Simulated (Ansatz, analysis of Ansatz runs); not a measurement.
## Can an added electron hop between Cr atoms in MgCrF6 (R-3)?

Question: does an added electron stay on the Cr atom where it is started in MgCrF6 (R-3), and if so, how high is the barrier for a hop to another Cr site nearby? Model: a cell of 64 host atoms.

Calculated with Ansatz 0.2.0; plane-wave PAW DFT, PBEsol+U; relaxation of all atoms of a supercell at fixed charge in a uniform background; PAW set soft_1.

This is a report of a sequence of runs, with most program output left out.

## 1. The starting structure

The cell holds 64 atoms: 8 Mg, 8 Cr and 48 F. Cell: a = 10.612 Å, b = 10.612 Å, c = 10.612 Å, α = 57.3°, β = 57.3°, γ = 57.3°. It derives from MgCrF6 (space group R-3). Nearest the centre at fractional (0.250, 0.500, 0.750): F11 at 1.53 Å, F31 at 1.53 Å, F16 at 2.24 Å, F29 at 2.24 Å, Cr18 at 2.54 Å, Cr58 at 2.54 Å, Mg9 at 2.65 Å, Mg25 at 2.65 Å.

Hubbard terms: Cr d 4.5 eV. They were chosen, not fitted, to curb self-interaction in the shells named, the trial site's among them. The two sites are Cr58 and Cr18. The cell's shortest repeat is 10.2 Å. The host's moments were started ferromagnetic, high spin; both sites carry the same spin direction.

## 2. The cell without the carrier

The neutral cell is relaxed first, from small random displacements, so that bond lengths and moments with the carrier can be set beside those of a relaxed cell without it.

Input file neutral.relax/input.yaml:

```yaml
crystal:
  lattice:
    - [5.08983561, 2.93861796, 8.83636132]
    - [-5.08983561, 2.93861796, 8.83636132]
    - [0.0, -5.87723592, 8.83636132]
  atoms:
    - { symbol: Mg, position: [0.25, 0.25, 0.25] }
    - { symbol: Cr, position: [0.0, 0.0, 0.0], spin: 2.0 }
    - { symbol: F, position: [0.118056, 0.431908, 0.329568] }
    - { symbol: F, position: [0.329568, 0.118056, 0.431908] }
    - { symbol: F, position: [0.068092, 0.170432, 0.381944] }
    - { symbol: F, position: [0.170432, 0.381944, 0.068092] }
    - { symbol: F, position: [0.381944, 0.068092, 0.170432] }
    - { symbol: F, position: [0.431908, 0.329568, 0.118056] }
[... 52 atom lines left out ...]
    - { symbol: F, position: [0.568092, 0.670432, 0.881944] }
    - { symbol: F, position: [0.670432, 0.881944, 0.568092] }
    - { symbol: F, position: [0.881944, 0.568092, 0.670432] }
    - { symbol: F, position: [0.931908, 0.829568, 0.618056] }
basis:
  ecutwfc: 420
  xc_grid: 2
hamiltonian:
  xc: pbesol
  hubbard:
    sites: [{ species: Cr, l: d, u_eff: 4.5 }]
    projectors: ortho-atomic
  pseudopotentials: { kind: paw, azcp: { folder: soft_1 }, xc_functional: pbe }
kpoints:
  mp_grid: { grid: [1, 1, 1] }
magnetization:
  spin_polarized: true
  initial_magnetization: 16
  spin_locking: { lock_magnetization: hard }
scf:
  occupations: { method: fermi_dirac, width: 0.01 }
  max_iter: 120
  lower_state_search: "off"
output:
  forces: true
relax:
  f_tol: 0.02
  max_steps: 70
  random_displacement: { amplitude: 0.04, seed: 7479 }
checkpoint:
  write: "../neutral.relax.run"
  compress: false
  write_wavefunctions: true
  write_every: 100000
```

Launch:

```console
$ ansatz run input.yaml --threads 4 --pin off --max-ram 17899MiB --backend cpu --events-out ev --progress --plain --runs-dir out
```

Wall time 2 min (4 threads of Arm Neoverse V2, shared host); peak memory 1.8 GiB.

The largest displacement from an ideal site is 0.003 Å.

## 3. The electron on the first site

The nearest neighbour or neighbours of the site start displaced and the site's starting moment is changed by the carrier's spin, since a carrier doesn't trap itself in the undistorted lattice.

Input file A.relax/input.yaml:

```yaml
crystal:
  lattice:
    - [5.08983561, 2.93861796, 8.83636132]
    - [-5.08983561, 2.93861796, 8.83636132]
    - [0.0, -5.87723592, 8.83636132]
  atoms:
    - { symbol: Mg, position: [0.249711, 0.250025, 0.249983] }
    - { symbol: Cr, position: [-0.000269, 0.000115, -5.7e-05], spin: 2.0 }
    - { symbol: F, position: [0.117738, 0.43204, 0.329396] }
    - { symbol: F, position: [0.329037, 0.118068, 0.432054] }
    - { symbol: F, position: [0.067642, 0.170695, 0.381859] }
    - { symbol: F, position: [0.170326, 0.381929, 0.067964] }
    - { symbol: F, position: [0.381623, 0.067976, 0.170642] }
    - { symbol: F, position: [0.431698, 0.329437, 0.118098] }
[... 52 atom lines left out ...]
    - { symbol: F, position: [0.567652, 0.670716, 0.881913] }
    - { symbol: F, position: [0.670338, 0.882078, 0.567888] }
    - { symbol: F, position: [0.881558, 0.568093, 0.670564] }
    - { symbol: F, position: [0.931656, 0.829469, 0.618164] }
total_charge: -1
basis:
  ecutwfc: 420
  xc_grid: 2
hamiltonian:
  xc: pbesol
  hubbard:
    sites: [{ species: Cr, l: d, u_eff: 4.5 }]
    projectors: ortho-atomic
  pseudopotentials: { kind: paw, azcp: { folder: soft_1 }, xc_functional: pbe }
kpoints:
  mp_grid: { grid: [1, 1, 1] }
magnetization:
  spin_polarized: true
  initial_magnetization: 17
  spin_locking: { lock_magnetization: hard }
scf:
  occupations: { method: fermi_dirac, width: 0.01 }
  max_iter: 120
  lower_state_search: "off"
output:
  forces: true
relax:
  f_tol: 0.015
  max_steps: 70
  escape_saddle: false
checkpoint:
  write: "../A.relax.run"
  compress: false
  write_wavefunctions: true
  write_every: 100000
```

It took 1.7 min on 4 threads; peak memory 1.8 GiB.

Relaxation path:

```
step  energy less that of the first step (eV)  largest force component (eV/Å)
   1                                   0.0000                          0.6934
   2                                  -0.1622                          0.3899
   3                                  -0.2319                          0.0305
   4                                  -0.2331                          0.0266
   5                                  -0.2338                          0.0065
```

The atoms that moved most (Å):

```
atom      dx      dy      dz  length
 F53  -0.010  -0.046  -0.044   0.065
 F46  -0.036   0.031  -0.044   0.065
 F31   0.045   0.015  -0.044   0.065
 F35  -0.045  -0.015   0.044   0.065
 F20   0.035  -0.032   0.043   0.064
 F16   0.009   0.047   0.043   0.064
Mg49  -0.015  -0.029  -0.026   0.041
Mg41  -0.017   0.027  -0.026   0.041
```

The moves above count from the input, in which the site's nearest neighbours were already displaced; the distances below compare with the cell without the carrier.

Distances from Cr58 without and with the electron:

```
atom  without (Å)  with (Å)
 F53         1.83      1.89
 F16         1.83      1.89
 F46         1.83      1.89
 F20         1.83      1.89
 F31         1.83      1.89
 F35         1.83      1.89
```

The largest changes of the moments are 0.63 μB on Cr58, 0.05 μB on Cr50 and 0.05 μB on Cr26. The largest part sits on the chosen site.

## 4. The electron on the second site

The same start is made on the second site, to get the end of the hop.

Input file B.relax/input.yaml:

```yaml
crystal:
  lattice:
    - [5.08983561, 2.93861796, 8.83636132]
    - [-5.08983561, 2.93861796, 8.83636132]
    - [0.0, -5.87723592, 8.83636132]
  atoms:
    - { symbol: Mg, position: [0.249711, 0.250025, 0.249983] }
    - { symbol: Cr, position: [-0.000269, 0.000115, -5.7e-05], spin: 2.0 }
[... 8 atom lines left out ...]
    - { symbol: F, position: [0.12535, 0.428105, 0.817845] }
[... 4 atom lines left out ...]
    - { symbol: F, position: [0.431687, 0.329508, 0.618107] }
[... 1 atom line left out ...]
    - { symbol: Cr, position: [-0.000286, 0.500064, -3.3e-05], spin: 3.0 }
[... 10 atom lines left out ...]
    - { symbol: F, position: [0.071733, 0.682142, 0.874345] }
[... 1 atom line left out ...]
    - { symbol: F, position: [0.38164, 0.568112, 0.67056] }
[... 26 atom lines left out ...]
    - { symbol: Cr, position: [0.499738, 0.500074, 0.499975], spin: 2.0 }
[... 5 atom lines left out ...]
    - { symbol: F, position: [0.931656, 0.829469, 0.618164] }
total_charge: -1
basis:
  ecutwfc: 420
  xc_grid: 2
hamiltonian:
  xc: pbesol
  hubbard:
    sites: [{ species: Cr, l: d, u_eff: 4.5 }]
    projectors: ortho-atomic
  pseudopotentials: { kind: paw, azcp: { folder: soft_1 }, xc_functional: pbe }
kpoints:
  mp_grid: { grid: [1, 1, 1] }
magnetization:
  spin_polarized: true
  initial_magnetization: 17
  spin_locking: { lock_magnetization: hard }
scf:
  occupations: { method: fermi_dirac, width: 0.01 }
  max_iter: 120
  lower_state_search: "off"
output:
  forces: true
relax:
  f_tol: 0.015
  max_steps: 70
  escape_saddle: false
checkpoint:
  write: "../B.relax.run"
  compress: false
  write_wavefunctions: true
  write_every: 100000
```

Elapsed: 1.8 min, on 4 threads; peak memory 1.8 GiB.

Distances from Cr18 without and with the electron:

```
atom  without (Å)  with (Å)
 F55         1.83      1.89
 F11         1.83      1.89
 F60         1.83      1.89
 F29         1.83      1.89
  F6         1.83      1.89
 F40         1.83      1.89
```

The largest changes of the moments are 0.63 μB on Cr18, 0.05 μB on Cr50 and 0.05 μB on Cr2. The largest part sits on the chosen site.

## 5. Points on the line between the two structures

All atoms move on the straight line between the two relaxed structures, 1.39 amu^1/2 Å long in mass-weighted terms. Each point starts from the state of the point before, once from either end, so that both localised states can be followed; the midpoint is also started with the carrier shared.

Input file A.x0500/input.yaml:

```yaml
crystal:
  lattice:
    - [5.08983561, 2.93861796, 8.83636132]
    - [-5.08983561, 2.93861796, 8.83636132]
    - [0.0, -5.87723592, 8.83636132]
  atoms:
    - { symbol: Mg, position: [0.249116, 0.251179, 0.247952] }
    - { symbol: Cr, position: [-0.000302, 7.9e-05, -2.3e-05], spin: 2.0 }
[... 8 atom lines left out ...]
    - { symbol: F, position: [0.11897, 0.433083, 0.825393] }
[... 4 atom lines left out ...]
    - { symbol: F, position: [0.433463, 0.324535, 0.619719] }
[... 1 atom line left out ...]
    - { symbol: Cr, position: [-0.000303, 0.50008, -2.4e-05], spin: 2.0 }
[... 10 atom lines left out ...]
    - { symbol: F, position: [0.065929, 0.675627, 0.880243] }
[... 1 atom line left out ...]
    - { symbol: F, position: [0.380422, 0.567083, 0.674554] }
[... 26 atom lines left out ...]
    - { symbol: Cr, position: [0.499698, 0.500079, 0.499978], spin: 3.0 }
[... 5 atom lines left out ...]
    - { symbol: F, position: [0.932658, 0.828758, 0.617332] }
total_charge: -1
basis:
  ecutwfc: 420
  xc_grid: 2
hamiltonian:
  xc: pbesol
  hubbard:
    sites: [{ species: Cr, l: d, u_eff: 4.5 }]
    projectors: ortho-atomic
  pseudopotentials: { kind: paw, azcp: { folder: soft_1 }, xc_functional: pbe }
kpoints:
  mp_grid: { grid: [1, 1, 1] }
magnetization:
  spin_polarized: true
  initial_magnetization: 17
  spin_locking: { lock_magnetization: hard }
scf:
  occupations: { method: fermi_dirac, width: 0.01 }
  max_iter: 120
  lower_state_search: "off"
output:
  forces: true
  eigenvalues: true
  eigenstates: { localisation: true }
  write_density: true
  write_potential: true
  volumetric_format: npy
checkpoint:
  read: "../A.x0375.run"
  write: "../A.x0500.run"
  compress: false
  write_wavefunctions: true
  write_every: 100000
```

Wall time 54 s (4 threads); peak memory 1.8 GiB; 3.5 min of CPU time.

From eigenstates.tsv, first k-point; energies on the run's zero. The participation number counts the atoms that a state is spread over, of 64; bands count from 0.

```
spin  band  energy (eV)  occupation  participation  largest share on  share
down   250        0.759        1.00           12.0               F11   0.11
down   251        0.790        1.00           17.2               F31   0.09
down   252        0.912        1.00           11.4               F20   0.10
down   253        0.926        1.00           13.5               F16   0.11
down   254        0.940        1.00           11.2               F29   0.11
down   255        0.975        1.00           13.1                F6   0.10
down   256        4.719        0.00            3.8               Cr2   0.36
down   257        4.801        0.00            3.0               Cr2   0.40
down   258        4.864        0.00            5.3              Cr26   0.29
down   259        4.882        0.00            4.7              Cr34   0.32
down   260        4.886        0.00            3.4              Cr50   0.38
  up   267        1.497        1.00           17.1              Cr26   0.14
  up   268        1.899        1.00            7.9              Cr58   0.23
  up   269        1.903        1.00            7.2              Cr58   0.24
  up   270        1.999        1.00            8.0              Cr18   0.23
  up   271        2.014        1.00            8.1              Cr18   0.22
  up   272        2.632        1.00            6.1              Cr18   0.28
  up   273        2.762        0.00            5.8              Cr18   0.28
  up   274        2.831        0.00            7.9               Cr2   0.22
  up   275        2.930        0.00            8.1              Cr10   0.22
  up   276        2.953        0.00            7.3              Cr26   0.23
  up   277        2.992        0.00            4.9               Cr2   0.31
```

Under PBEsol+U (4.5 eV) at the zone centre alone, the highest filled state is spin up, spread over 6 of 64 atoms, and the lowest empty one, 0.13 eV above it, is spin up, spread over 6 of 64 atoms.

Spin density in the ac plane at fractional y = 0.500, through the centre, with atoms of Cr within 0.45 Å of it.

Ten even steps from '_' (0.0 e/Å³) to '@' (3.1 e/Å³), each cell a mean:
```
%%**::______________________::**++::______________________--
......________________________......________________________
____________________________________________________________
____________________________________________________________
____________________________________________________________
____________________________________________________________
____________________________________________________________
____________________________________________________________
____________________________________________________________
____________________________________________________________
..______________________..----::______________________..----
%%::______________________--%%@@--______________________--##
**++::______________________--%%**::______________________::
......________________________......________________________
____________________________________________________________
____________________________________________________________
____________________________________________________________
____________________________________________________________
____________________________________________________________
____________________________________________________________
____________________________________________________________
____________________________________________________________
::______________________..----..______________________..----
@@--______________________--##%%::______________________--%%
```
Columns run along a (10.6 Å), rows up along c (10.6 Å). Atoms in or near the plane, at fractional coordinates: Cr at (0.00, 0.00), Cr at (0.00, 0.50), Cr at (0.50, 0.00), Cr at (0.50, 0.50).

Valence density in the ac plane at fractional y = 0.500, through the centre, with atoms of Cr within 0.45 Å of it. It is the smooth field of the valence electrons, not physical close to the nuclei.

Ten steps, logarithmic in the rise over the least value, from '_' (0 e/Å³) to '@' (17 e/Å³), each cell a mean:
```
@@%%**::....________....::==##@@%%**::....________....::==##
++**==::..____________......--++**++::..____________......--
::----::..__________________..::----::..__________________..
::--==--::____________________::--==--::____________________
..--++++==..________....______..--++++--..________..________
__..--====::______..::--::..____..--==--::______..::--::..__
____....::..______..--==++--..______..::..______..--====--..
____________________::==++==::..__________________::==++==::
..____________________::------..____________________::------
::....________________..::====::....________________..::====
**--......__________....==**%%##==......__________....==##%%
@@##==::....________....--##@@@@##==::....________....--##@@
@@%%**::....________....::==##@@%%**::....________....::==##
++**++::..____________......--++**==::..____________......--
::----::..__________________..::----::..__________________..
::--==--::____________________::--==--::____________________
..--++++--..________..________..--++++==..________....______
__..--==--::______..::--::..____..--====::______..::--::..__
______..::..______..--====--..____....::..______..--==++--..
..__________________::==++==::____________________::==++==::
..____________________::------..____________________::------
::....________________..::====::....________________..::====
##==......__________....==##%%**--......__________....==**%%
@@##==::....________....--##@@@@##==::....________....--##@@
```
Columns run along a (10.6 Å), rows up along c (10.6 Å). Atoms in or near the plane, at fractional coordinates: Cr at (0.00, 0.00), Cr at (0.00, 0.50), Cr at (0.50, 0.00), Cr at (0.50, 0.50).

Electrostatic potential energy in the ac plane at fractional y = 0.500, through the centre, with atoms of Cr within 0.45 Å of it. With pseudopotentials it is smooth inside the atoms' cores, unlike the true potential.

Ten even steps from '0' (-31 eV) to '9' (10 eV), each cell a mean:
```
001689999998730000689999999730
101589999999974101589999999984
766789999999998766789999999998
975799999999999975699999999999
983379999999999984379999999999
998679999998999998679999999999
999999999984489999999999995489
999999999996359999999999996359
899999999998778999999999998768
689999999997534689999999987533
037899999997300047999999997300
103799999998401103899999998400
000689999999730001689999998730
101589999999984101589999999974
766789999999998766789999999998
975699999999999975799999999999
984379999999999983379999999999
998679999999999998679999998999
999999999995489999999999984489
999999999996359999999999996359
999999999998768899999999998778
689999999987533689999999997534
047999999997300037899999997300
103899999998400103799999998401
```
Columns run along a (10.6 Å; values clipped at the 3rd and 97th percentile), rows up along c (10.6 Å). Atoms in or near the plane, at fractional coordinates: Cr at (0.00, 0.00), Cr at (0.00, 0.50), Cr at (0.50, 0.00), Cr at (0.50, 0.50).

Free energies from the first end:

```
started from  fraction  energy (eV)  moment change on Cr58 (μB)  on Cr18 (μB)
  first site         0        0.000                        0.63          0.03
  first site     0.125        0.005                        0.58          0.10
  first site      0.25        0.013                        0.52          0.21
  first site     0.375        0.017                        0.46          0.30
  first site       0.5        0.019                        0.38          0.38
  first site     0.625        0.017                        0.30          0.46
 second site     0.875        0.005                        0.10          0.58
 second site      0.75        0.013                        0.21          0.52
 second site     0.625        0.017                        0.30          0.46
 second site       0.5        0.019                        0.38          0.38
 second site     0.375        0.017                        0.46          0.30
      shared       0.5        0.019                        0.38          0.38
 second site         1        0.000                        0.03          0.63
```

## 6. Results

```
distance of the two sites without the carrier : 5.09 Å
```

In words: The highest point of the line lies 0.02 eV above the first end, but there the electron is shared along a chain of sites and their images, so this is no barrier of a single pair, which may be higher, and the image-charge term need not cancel. The second site lies about half a repeat away: the first meets it and its image at 5.09 and 5.09 Å, so the cell models a chain, and nothing is concluded on the coupling of a single pair. No run compares the localised electron with one spread in the band, so its binding is unknown. The magnetic order was assumed and need not be the ground state. The total moment is locked, so a carrier of the other spin direction was not tried. The program's search for lower electronic states was switched off in all runs, so that each state is followed; none is shown to be the lowest at its structure. No image-charge correction is applied; it nearly cancels along the line while the charge stays localised. What this leaves open: sampling at the zone centre alone can move energies of charged and open-shell states by tenths of an eV or more in cells of this size; gap and trapping depend on the U chosen (Cr d 4.5 eV).

[Logs are printed without paths, hosts, clocks, repeated set-up lines and the standing remarks that a program may print on its own settings, such as how far it seeks lower states.]

[Hosts, paths, dates, database ids (printed as entryN), source tags and the programs' standing remarks are cut or masked in the printed files.]
